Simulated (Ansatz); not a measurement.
# Ca2Al2Se5: complex band structure, part 2 of 3

Wanted: the relaxed cell of Ca2Al2Se5, its band edges and its decay constants. It is built by putting Ca for Mg in the Mg2Al2Se5 structure of space group P-3m1, with the volume rescaled by atomic radii. The parent structure comes from the Materials Project.

Ansatz 0.2.0; r2SCAN DFT, plane waves, PAW files (the session's first sound run).

So far. Step 2 (Relaxing the new crystal): The largest force component on a free atom ends at 0.0064 eV/Å.

The structure was built from a prototype and need not be the compound's stable phase.

### 3. The bulk crystal and its band edges

The energy window and the wavevectors of the next steps follow from the band edges, so these are searched first, off the mesh as well.

Input file input.yaml:

```yaml
crystal:
  lattice:
    - [4.0227768197, 0.0, 0.0]
    - [-2.0113884099, 3.4838269196, 0.0]
    - [0.0, 0.0, 16.9267130394]
  atoms:
    - { symbol: Ca, position: [0.3333333333, 0.6666666667, 0.6043356559] }
    - { symbol: Ca, position: [0.6666666667, 0.3333333333, 0.3956643441] }
    - { symbol: Al, position: [0.3333333333, 0.6666666667, 0.1627026451] }
    - { symbol: Al, position: [0.6666666667, 0.3333333333, 0.8372973549] }
    - { symbol: Se, position: [0.6666666667, 0.3333333333, 0.1042207132] }
    - { symbol: Se, position: [0.3333333333, 0.6666666667, 0.8957792868] }
    - { symbol: Se, position: [0.6666666667, 0.3333333333, 0.7025633683] }
    - { symbol: Se, position: [0.3333333333, 0.6666666667, 0.2974366317] }
    - { symbol: Se, position: [0.0, 0.0, 0.5] }
kpoints:
  mp_grid: { grid: [6, 6, 2] }
  band_path: { path: [VBM, CBM], npoints: 30 }
scf:
  occupations: { method: fixed }
hamiltonian:
  xc: r2scan
output:
  eigenvalues: true
  write_potential: true
  write_density: true
  volumetric_format: npy
  elf: true
```

Started as:

```bash
ansatz run input.yaml --threads 2 --pin off --max-ram 4096MiB --backend cpu --events-out ev --progress --plain --runs-dir out
```

Numbers of over 12 decimals in the logs are rounded to 6 here.

Log:

```text
[...]
Crystal: 9 atoms, lattice volume = 237.222 Å³
Basis set: ecut = 500 eV, 6079 PW (Γ), exchange–correlation on 120×120×500 points (64 copies of the dense FFT grid, shifted against one another)
Bands: 64, of which v1, the nominal top of the filled ones, is band 53 counted from 1 (52 counted from 0)
Symmetry: 12 space group operations
[...]
k-points: 14 of 72
[...]
SCF iter   1: F=—  HF=-32128.444666 eV  |F-HF|=—  |Δ(HF+E_count)|=         —  Δρ=5.23e-3  dr2=1.26e-1  dr2_τ=4.66e-2  ethr=1.77e-3  ⟨swp⟩=4.8  Hψ=3007  notcnv=0  defer=115
[...]
SCF iter   8: F=-32128.560236 eV  HF=-32128.560236 eV  |F-HF|=1.78e-8  |Δ(HF+E_count)|=   2.91e-7  Δρ=2.63e-6  dr2=4.93e-8  dr2_τ=5.90e-10  ethr=9.43e-11  ⟨swp⟩=14.2  Hψ=4376  notcnv=0
SCF 1 converged in 8 iterations: F = -32128.560236 eV  dr2 = 4.93e-8
[...]
NSCF: frozen V_eff on 34 k-points
[...]
SCF converged after 8 iterations
Free energy (F): -32128.560236 eV
[...]
Internal energy: -32128.560236 eV  (E = F + TS)
E sigma→0 (E₀):  -32128.560236 eV
Fermi energy:    5.903988 eV
[...]
--- Band table (eV; the first three rows and the last of 14) ---
  k-point 0: bands = [... 49 lower, 5.4864, 5.4864, 5.9040, 5.9040, 7.2271, 7.5921, 9.9071, 10.2529, ... 7 higher]
  k-point 1: bands = [... 49 lower, 5.4883, 5.4883, 5.9030, 5.9030, 7.3689, 7.5268, 9.8554, 10.1926, ... 7 higher]
  k-point 2: bands = [... 49 lower, 4.9682, 5.0745, 5.3885, 5.6569, 8.3027, 8.4864, 9.5883, 10.1147, ... 7 higher]
  k-point 13: bands = [... 49 lower, 3.8373, 4.2756, 4.6350, 4.6350, 9.6381, 9.7918, 9.7918, 9.8926, ... 7 higher]
```

Run time: 39 s. Hardware: 2 threads of Intel Xeon Platinum 8488C (Sapphire Rapids), shared host; peak memory 1.1 GiB; 77 s of CPU time.

The column dr2 measures how far the density is from self-consistency, as an energy; F and HF (Harris–Foulkes) agree once it is small.

This step gave:

```yaml
fermi_energy: 5.904 eV
gap_on_the_k_mesh: 1.323 eV
gap_on_path: 1.323 eV, by band count; negative where bands overlap
direct_gap_on_path: 1.323 eV
edge_places_on_path: 0, 0 1/A along the path
```

Levels at VBM (eV): -4.89, -4.83, -2.62, -2.43, -2.31, -2.31, -2.23, -2.23, -1.04, -0.99, -0.99, -0.42, -0.42, 0.00, 0.00, 1.32, 1.69, 4.00, 4.35, 4.35, 4.49, 4.49, 4.70, 4.70, 4.71, 4.82.

Electrostatic potential energy in the ac plane at fractional y = 0.333, with atoms of Ca and Al and Se within 0.2 Å of it. With pseudopotentials it is smooth inside the atoms' cores, unlike the true potential.

Ten even steps from '0' (-17 eV) to '9' (11 eV), each cell a mean:
```
99999999999999
98889999888899
87778875433467
88888741354136
89998853232247
99999986434579
99999842344237
99999842344237
88778887655688
77777889999988
88888899999999
88888999999999
98888988777889
89998752000157
88998730000016
89998874222367
98889999888899
99899999999999
99899999999999
87778888888888
77777753222257
88888731455216
99999975333478
99999999999999
```
Columns run along a (4.0 Å; values clipped at the 3rd and 97th percentile), rows up along c (16.9 Å). Atoms in or near the plane, at fractional coordinates: Ca at (0.67, 0.40), Al at (0.67, 0.84), Se at (0.67, 0.10), Se at (0.67, 0.70).

ELF in the ac plane at fractional y = 0.333, with atoms of Ca and Al and Se within 0.2 Å of it. It is the smooth field of the valence electrons, not physical close to the nuclei.

Values, 24 rows by 14 columns, each cell a mean:
```
0.19 0.29 0.36 0.33 0.21 0.11 0.04 0.03 0.03 0.03 0.03 0.02 0.04 0.08
0.56 0.63 0.66 0.65 0.59 0.47 0.29 0.17 0.09 0.07 0.08 0.13 0.25 0.40
0.69 0.68 0.66 0.67 0.69 0.69 0.62 0.48 0.22 0.13 0.18 0.37 0.60 0.67
0.64 0.61 0.58 0.59 0.64 0.67 0.58 0.27 0.05 0.10 0.06 0.13 0.53 0.66
0.22 0.18 0.17 0.17 0.21 0.27 0.35 0.36 0.34 0.32 0.33 0.36 0.36 0.31
0.28 0.10 0.03 0.05 0.23 0.46 0.68 0.77 0.82 0.83 0.82 0.80 0.71 0.56
0.60 0.27 0.05 0.13 0.53 0.73 0.78 0.74 0.50 0.35 0.44 0.67 0.78 0.76
0.63 0.26 0.05 0.13 0.54 0.78 0.83 0.79 0.55 0.38 0.49 0.71 0.83 0.81
0.15 0.05 0.03 0.04 0.11 0.31 0.59 0.70 0.72 0.71 0.71 0.71 0.63 0.43
0.03 0.05 0.07 0.06 0.04 0.04 0.07 0.14 0.20 0.22 0.21 0.17 0.08 0.04
0.30 0.31 0.31 0.31 0.30 0.27 0.17 0.09 0.04 0.03 0.04 0.06 0.15 0.24
0.72 0.76 0.78 0.77 0.74 0.66 0.43 0.20 0.06 0.03 0.05 0.12 0.36 0.58
0.68 0.75 0.77 0.77 0.71 0.55 0.24 0.09 0.07 0.09 0.07 0.06 0.19 0.43
0.20 0.37 0.46 0.43 0.25 0.10 0.25 0.56 0.76 0.79 0.77 0.67 0.33 0.10
0.04 0.09 0.13 0.11 0.05 0.06 0.54 0.82 0.84 0.79 0.82 0.85 0.65 0.19
0.41 0.59 0.66 0.64 0.47 0.23 0.14 0.34 0.56 0.62 0.58 0.45 0.18 0.15
0.76 0.79 0.80 0.80 0.77 0.67 0.36 0.12 0.04 0.03 0.03 0.07 0.29 0.57
0.63 0.69 0.71 0.70 0.65 0.53 0.29 0.12 0.03 0.02 0.03 0.07 0.24 0.45
0.28 0.39 0.46 0.43 0.31 0.19 0.09 0.06 0.07 0.07 0.07 0.06 0.08 0.14
0.32 0.24 0.20 0.22 0.30 0.38 0.47 0.53 0.57 0.58 0.57 0.55 0.48 0.42
0.66 0.44 0.24 0.33 0.62 0.75 0.78 0.76 0.65 0.58 0.63 0.73 0.78 0.77
0.60 0.33 0.13 0.21 0.54 0.72 0.78 0.72 0.42 0.25 0.35 0.62 0.78 0.75
0.38 0.13 0.03 0.06 0.31 0.59 0.78 0.84 0.85 0.85 0.85 0.85 0.80 0.68
0.06 0.02 0.02 0.02 0.04 0.13 0.33 0.50 0.65 0.70 0.67 0.57 0.38 0.20
```
Columns run along a (4.0 Å), rows up along c (16.9 Å). Atoms in or near the plane, at fractional coordinates: Ca at (0.67, 0.40), Al at (0.67, 0.84), Se at (0.67, 0.10), Se at (0.67, 0.70).

Valence density in the ac plane at fractional y = 0.333, with atoms of Ca and Al and Se within 0.2 Å of it. It is the smooth field of the valence electrons, not physical close to the nuclei.

Ten steps, logarithmic in the rise over the least value, from '_' (0 e/Å³) to '@' (28 e/Å³), each cell a mean:
```
____________________________
____________________________
..............____________..
..............__________....
________________......______
____________....::::::::..__
__________..::==##@@%%++::..
__________..::==##%%%%++::..
____________....::::::....__
____________________________
____....____________________
..........__________________
..........__________________
____________..--==++==--..__
____________::==******++--..
____________..::------::..__
..........__________________
__......____________________
____________________________
______________..........____
..________..::--++****==::..
..________..::==%%@@@@**--..
____________..::--==--::....
____________________________
```
Columns run along a (4.0 Å), rows up along c (16.9 Å). Atoms in or near the plane, at fractional coordinates: Ca at (0.67, 0.40), Al at (0.67, 0.84), Se at (0.67, 0.10), Se at (0.67, 0.70).

The searched edges give 1.32 eV, as on the mesh.

### 4. Decaying states in the gap

This step: r2SCAN DFT, plane waves, PAW files; complex bands by layer matching along the plane's normal (Ansatz 0.2.0).

The same crystal is laid in a cell whose first two vectors span the (001) plane (indices of the standard conventional cell, whose axes can be ordered otherwise than in the bulk input). At fixed energy and wavevector in the plane the solver finds all kz, real and complex. A few wavevectors are listed, (0, 0) and (0.5, 0) in units of the plane's reciprocal vectors; the slowest state needn't be among them.

Input file input.yaml:

```yaml
crystal:
  lattice:
    - [4.02277682, 0.0, 0.0]
    - [2.01138841, 3.48382692, 0.0]
    - [0.0, 0.0, 16.926713039]
  atoms:
    - { symbol: Ca, position: [0.6666666667, 0.6666666667, 0.6043356559] }
    - { symbol: Ca, position: [0.3333333333, 0.3333333333, 0.3956643441] }
    - { symbol: Al, position: [0.6666666667, 0.6666666667, 0.1627026451] }
    - { symbol: Al, position: [0.3333333333, 0.3333333333, 0.8372973549] }
    - { symbol: Se, position: [0.3333333333, 0.3333333333, 0.1042207132] }
    - { symbol: Se, position: [0.6666666667, 0.6666666667, 0.8957792868] }
    - { symbol: Se, position: [0.3333333333, 0.3333333333, 0.7025633683] }
    - { symbol: Se, position: [0.6666666667, 0.6666666667, 0.2974366317] }
    - { symbol: Se, position: [0.0, 0.0, 0.5] }
kpoints:
  mp_grid: { grid: [8, 8, 2] }
scf:
  occupations: { method: fixed }
hamiltonian:
  xc: r2scan
output:
  eigenvalues: true
  transmission:
    leads: [[0, 0]]
    kpoints: [[0.0, 0.0], [0.5, 0.0]]
    e_range: [-1.0, 2.32]
    de: 0.07
```

Log:

```text
[...]
Crystal: 9 atoms, lattice volume = 237.222 Å³
Basis set: ecut = 500 eV, 6079 PW (Γ), exchange–correlation on 120×120×500 points (64 copies of the dense FFT grid, shifted against one another)
Bands: 64, of which v1, the nominal top of the filled ones, is band 53 counted from 1 (52 counted from 0)
Symmetry: 12 space group operations
[...]
k-points: 20 of 128
[...]
SCF iter   1: F=—  HF=-32128.448584 eV  |F-HF|=—  |Δ(HF+E_count)|=         —  Δρ=5.21e-3  dr2=1.25e-1  dr2_τ=4.66e-2  ethr=1.77e-3  ⟨swp⟩=4.8  Hψ=4295  notcnv=0  defer=168
[...]
SCF iter   8: F=-32128.564196 eV  HF=-32128.564196 eV  |F-HF|=1.60e-8  |Δ(HF+E_count)|=   2.98e-7  Δρ=2.60e-6  dr2=4.54e-8  dr2_τ=5.77e-10  ethr=9.43e-11  ⟨swp⟩=14.7  Hψ=6682  notcnv=0
SCF 1 converged in 8 iterations: F = -32128.564196 eV  dr2 = 4.54e-8
[...]
transmission: 23 of 46 steps passed
transmission: 46 of 46 steps passed
SCF converged after 8 iterations
Free energy (F): -32128.564196 eV
[...]
Internal energy: -32128.564196 eV  (E = F + TS)
E sigma→0 (E₀):  -32128.564196 eV
Fermi energy:    5.903947 eV
[...]
--- Band table (eV; the first three rows and the last of 20) ---
  k-point 0: bands = [... 49 lower, 5.4865, 5.4865, 5.9039, 5.9039, 7.2260, 7.5909, 9.9073, 10.2527, ... 7 higher]
  k-point 1: bands = [... 49 lower, 5.4883, 5.4883, 5.9029, 5.9029, 7.3677, 7.5256, 9.8556, 10.1923, ... 7 higher]
  k-point 2: bands = [... 49 lower, 5.2239, 5.3045, 5.4299, 5.7537, 7.9907, 8.2594, 9.7769, 10.1277, ... 7 higher]
  k-point 19: bands = [... 49 lower, 3.9477, 4.3035, 4.6313, 4.7072, 9.4450, 9.5946, 9.8209, 9.9474, ... 7 higher]
--- Transmission ---
  basis      : 151 plane waves across, 23 finite elements along
  points     : 2, as listed
  energies   : 48 from -1.000000 to 2.290000 eV about the Fermi level, 0.070000 eV apart; the leads are filled to 0.661039 eV, and channels, transmission and decay are at 0.680000 eV
  crystal 0  : Se5Al2Ca2, at the sites [0, 0], period 16.9267 Å: whole cells are its period
    offset         : up to 0.0000 Å between an atom of the period and one for which it stands
    channels       : 0.000000e0 a spin
    conductance    : none, the energies end too early or step too widely for 300 K: set another output.transmission.e_range or a lower de, or, where they end at an eighth of basis.ecutwfc, a higher one
    slowest decay  : 0.1827 /Å at (0.0000, 0.0000)
```

The job ended after 28 s (2 threads; peak memory 1.1 GiB; 55 s of CPU time).

This step gave:

* free energy: -32128.5642 eV
* gap on the k-mesh: 1.322 eV
* level to which the leads are filled: 0.6610 eV from the Fermi level
* decay constant at the filling level, zone centre: 0.1827 Å⁻¹
* decay constant at the filling level, slowest listed point: 0.1827 Å⁻¹

K parallel (0, 0); values up to 1.065 1/Å, a degenerate pair printed once or twice; energies at which all values exceed this have no row. The Im kz of the slowest decaying states by energy, zero at the highest filled level on the SCF mesh:

| energy (eV) | decay 1 (Å⁻¹) | decay 2 (Å⁻¹) | decay 3 (Å⁻¹) | decay 4 (Å⁻¹) |
| --- | --- | --- | --- | --- |
| -1.00 | 0.0475 | 0.202 | 1.05 | - |
| -0.86 | 0.0961 | 0.353 | 1.04 | - |
| -0.65 | 0.135 | 0.359 | 1.02 | - |
| -0.51 | 0.152 | 0.313 | 1.00 | - |
| -0.37 | 0.165 | 0.270 | 0.991 | - |
| -0.16 | 0.179 | 0.340 | 0.970 | - |
| -0.02 | 0.186 | 0.252 | 0.955 | - |
| 0.12 | 0.190 | 0.387 | 0.941 | 1.06 |
| 0.33 | 0.192 | 0.479 | 0.918 | 1.03 |
| 0.47 | 0.190 | 0.519 | 0.902 | 1.01 |
| 0.68 | 0.183 | 0.570 | 0.878 | 0.965 |
| 0.82 | 0.173 | 0.604 | 0.862 | 0.932 |
| 0.96 | 0.159 | 0.644 | 0.845 | 0.888 |
| 1.17 | 0.117 | 0.761 | 0.761 | 0.819 |
| 1.31 | 0.0369 | 0.680 | 0.801 | 0.831 |
| 1.45 | 0.645 | 0.781 | 0.854 | 1.04 |
| 1.66 | 0.613 | 0.747 | 0.863 | 0.996 |
| 1.80 | 0.208 | 0.598 | 0.711 | 0.862 |
| 1.94 | 0.315 | 0.583 | 0.733 | 0.848 |
| 2.15 | 0.260 | 0.563 | 0.714 | 0.847 |
| 2.29 | 0.257 | 0.549 | 0.686 | 0.837 |

K parallel (0.5, 0); values up to 1.065 1/Å, a degenerate pair printed once or twice; energies at which all values exceed this have no row. Table of Im kz of the slowest decaying states by energy, zero at the highest filled level on the SCF mesh:

| energy (eV) | decay 1 (Å⁻¹) | decay 2 (Å⁻¹) | decay 3 (Å⁻¹) | decay 4 (Å⁻¹) |
| --- | --- | --- | --- | --- |
| -1.00 | 0.201 | 0.308 | 0.360 | 0.906 |
| -0.86 | 0.197 | 0.229 | 0.369 | 0.891 |
| -0.72 | 0.205 | 0.250 | 0.376 | 0.877 |
| -0.58 | 0.267 | 0.357 | 0.381 | 0.862 |
| -0.44 | 0.280 | 0.385 | 0.425 | 0.847 |
| -0.37 | 0.286 | 0.386 | 0.450 | 0.839 |
| -0.23 | 0.296 | 0.388 | 0.487 | 0.823 |
| -0.09 | 0.304 | 0.389 | 0.516 | 0.807 |
| -0.02 | 0.307 | 0.389 | 0.528 | 0.799 |
| 0.05 | 0.310 | 0.389 | 0.538 | 0.791 |
| 0.19 | 0.315 | 0.387 | 0.556 | 0.774 |
| 0.33 | 0.318 | 0.385 | 0.570 | 0.756 |
| 0.47 | 0.321 | 0.381 | 0.582 | 0.739 |
| 0.61 | 0.322 | 0.376 | 0.591 | 0.720 |
| 0.68 | 0.322 | 0.372 | 0.595 | 0.711 |
| 0.82 | 0.321 | 0.365 | 0.601 | 0.692 |
| 0.96 | 0.319 | 0.356 | 0.606 | 0.672 |
| 1.10 | 0.316 | 0.345 | 0.610 | 0.652 |
| 1.24 | 0.311 | 0.331 | 0.612 | 0.631 |
| 1.38 | 0.305 | 0.314 | 0.609 | 0.613 |
| 1.52 | 0.292 | 0.297 | 0.587 | 0.614 |
| 1.66 | 0.264 | 0.286 | 0.564 | 0.613 |
| 1.73 | 0.246 | 0.279 | 0.553 | 0.612 |
| 1.87 | 0.196 | 0.259 | 0.530 | 0.610 |
| 2.01 | 0.0743 | 0.221 | 0.506 | 0.607 |
| 2.15 | 0.107 | 0.139 | 0.482 | 0.603 |
| 2.29 | 0.149 | 0.242 | 0.459 | 0.598 |

At +0.68 eV, the grid energy nearest the filling level (the middle of the gap on the SCF mesh), the slowest state at the listed wavevectors decays with κ = 0.183 Å⁻¹, its amplitude falling by e over 5.5 Å. Through 1 nm of this crystal that state's transmission falls by exp(−2 × 0.183 Å⁻¹ × 10 Å) = 0.026.

### 5. Band edges at another level, cutoff 870 eV

This step: r2SCAN DFT, plane waves, JTH PAW files (Ansatz 0.2.0).

The edges again with JTH files, at the same atoms. Against that run the cutoff is 870 eV against 500.

Input file input.yaml:

```yaml
crystal:
  lattice:
    - [4.0227768197, 0.0, 0.0]
    - [-2.0113884099, 3.4838269196, 0.0]
    - [0.0, 0.0, 16.9267130394]
  atoms:
    - { symbol: Ca, position: [0.3333333333, 0.6666666667, 0.6043356559] }
    - { symbol: Ca, position: [0.6666666667, 0.3333333333, 0.3956643441] }
    - { symbol: Al, position: [0.3333333333, 0.6666666667, 0.1627026451] }
    - { symbol: Al, position: [0.6666666667, 0.3333333333, 0.8372973549] }
    - { symbol: Se, position: [0.6666666667, 0.3333333333, 0.1042207132] }
    - { symbol: Se, position: [0.3333333333, 0.6666666667, 0.8957792868] }
    - { symbol: Se, position: [0.6666666667, 0.3333333333, 0.7025633683] }
    - { symbol: Se, position: [0.3333333333, 0.6666666667, 0.2974366317] }
    - { symbol: Se, position: [0.0, 0.0, 0.5] }
kpoints:
  mp_grid: { grid: [6, 6, 2] }
  band_path: { path: [VBM, CBM], npoints: 30 }
scf:
  occupations: { method: fixed }
hamiltonian:
  xc: r2scan
  pseudopotentials: { kind: paw, source: jth }
output:
  eigenvalues: true
```

Log:

```text
Warning: <dir> the checks of this Ca dataset prove no rule for summing its radial tables, as where they were carried onto another mesh than they were made on, and Gregory's rule is taken, under which a leading mesh point left out moves its sums only by what lay on the interval it spanned. That does not make them correct, and they differ from Quantum ESPRESSO's on this file; a re-export a fraction of a mesh step off can move them. hamiltonian.pseudopotentials.radial_quadrature: simpson_from_first_knot sums it by `pw.x`'s rule; on a PAW file no value gives `pw.x`'s numbers. What more to know: hamiltonian.pseudopotentials.radial_quadrature, in the input reference
Warning: <dir> the checks of this Al dataset prove no rule for summing its radial tables, as where they were carried onto another mesh than they were made on, and Gregory's rule is taken, under which a leading mesh point left out moves its sums only by what lay on the interval it spanned. That does not make them correct, and they differ from Quantum ESPRESSO's on this file; a re-export a fraction of a mesh step off can move them. hamiltonian.pseudopotentials.radial_quadrature: simpson_from_first_knot sums it by `pw.x`'s rule; on a PAW file no value gives `pw.x`'s numbers. What more to know: hamiltonian.pseudopotentials.radial_quadrature, in the input reference
Warning: <dir> the checks of this Se dataset prove no rule for summing its radial tables, as where they were carried onto another mesh than they were made on, and Gregory's rule is taken, under which a leading mesh point left out moves its sums only by what lay on the interval it spanned. That does not make them correct, and they differ from Quantum ESPRESSO's on this file; a re-export a fraction of a mesh step off can move them. hamiltonian.pseudopotentials.radial_quadrature: simpson_from_first_knot sums it by `pw.x`'s rule; on a PAW file no value gives `pw.x`'s numbers. What more to know: hamiltonian.pseudopotentials.radial_quadrature, in the input reference
[...]
Crystal: 9 atoms, lattice volume = 237.222 Å³
Basis set: ecut = 870 eV, 13857 PW (Γ), exchange–correlation on 192×192×800 points (64 copies of the dense FFT grid, shifted against one another)
Bands: 37, of which v1, the nominal top of the filled ones, is band 28 counted from 1 (27 counted from 0)
Symmetry: 12 space group operations
[...]
k-points: 14 of 72
[...]
SCF iter   1: F=—  HF=-17663.863035 eV  |F-HF|=—  |Δ(HF+E_count)|=         —  Δρ=3.77e-2  dr2=1.31e1  dr2_τ=9.92e-2  ethr=3.10e-3  ⟨swp⟩=6.4  Hψ=2673  notcnv=0  defer=77
[...]
SCF iter   9: F=-17661.821653 eV  HF=-17661.821653 eV  |F-HF|=1.42e-9  |Δ(HF+E_count)|=   7.69e-8  Δρ=2.18e-6  dr2=1.86e-8  dr2_τ=7.09e-10  ethr=1.79e-10  ⟨swp⟩=18.1  Hψ=3313  notcnv=0
SCF 1 converged in 9 iterations: F = -17661.821653 eV  dr2 = 1.86e-8
[...]
SCF converged after 9 iterations
Free energy (F): -17661.821653 eV
[...]
Internal energy: -17661.821653 eV  (E = F + TS)
E sigma→0 (E₀):  -17661.821653 eV
Fermi energy:    4.715846 eV
[...]
--- Band table (eV; the first three rows and the last of 14) ---
  k-point 0: bands = [... 24 lower, 4.3000, 4.3000, 4.7158, 4.7158, 6.0300, 6.3906, 8.7010, 9.0464, ... 5 higher]
  k-point 1: bands = [... 24 lower, 4.3019, 4.3019, 4.7148, 4.7148, 6.1726, 6.3250, 8.6490, 8.9845, ... 5 higher]
  k-point 2: bands = [... 24 lower, 3.7790, 3.8849, 4.2021, 4.4687, 7.1045, 7.2848, 8.3819, 8.9126, ... 5 higher]
  k-point 13: bands = [... 24 lower, 2.6484, 3.0840, 3.4446, 3.4446, 8.4376, 8.5843, 8.5843, 8.6979, ... 5 higher]
```

The job ended after 61 s (2 threads; peak memory 2.4 GiB).

This step gave:

```yaml
free_energy: -17661.8217 eV
fermi_energy: 4.716 eV
gap_on_the_k_mesh: 1.314 eV
gap_on_path: 1.314 eV, by band count; negative where bands overlap
direct_gap_on_path: 1.314 eV
```

Levels at VBM (eV): -4.91, -4.84, -2.62, -2.43, -2.31, -2.31, -2.24, -2.24, -1.04, -0.99, -0.99, -0.42, -0.42, 0.00, 0.00, 1.31, 1.67, 3.99, 4.33, 4.33, 4.47, 4.47, 4.68, 4.68.

The searched edges give 1.31 eV, as on the mesh.

[end of part 2 of 3]

[Logs are printed without paths, hosts, clocks, repeated set-up lines and the standing remarks that a program may print on its own settings, such as how far it seeks lower states.]

[Hosts, paths, dates, database ids (printed as entryN), source tags and the programs' standing remarks are cut or masked in the printed files.]
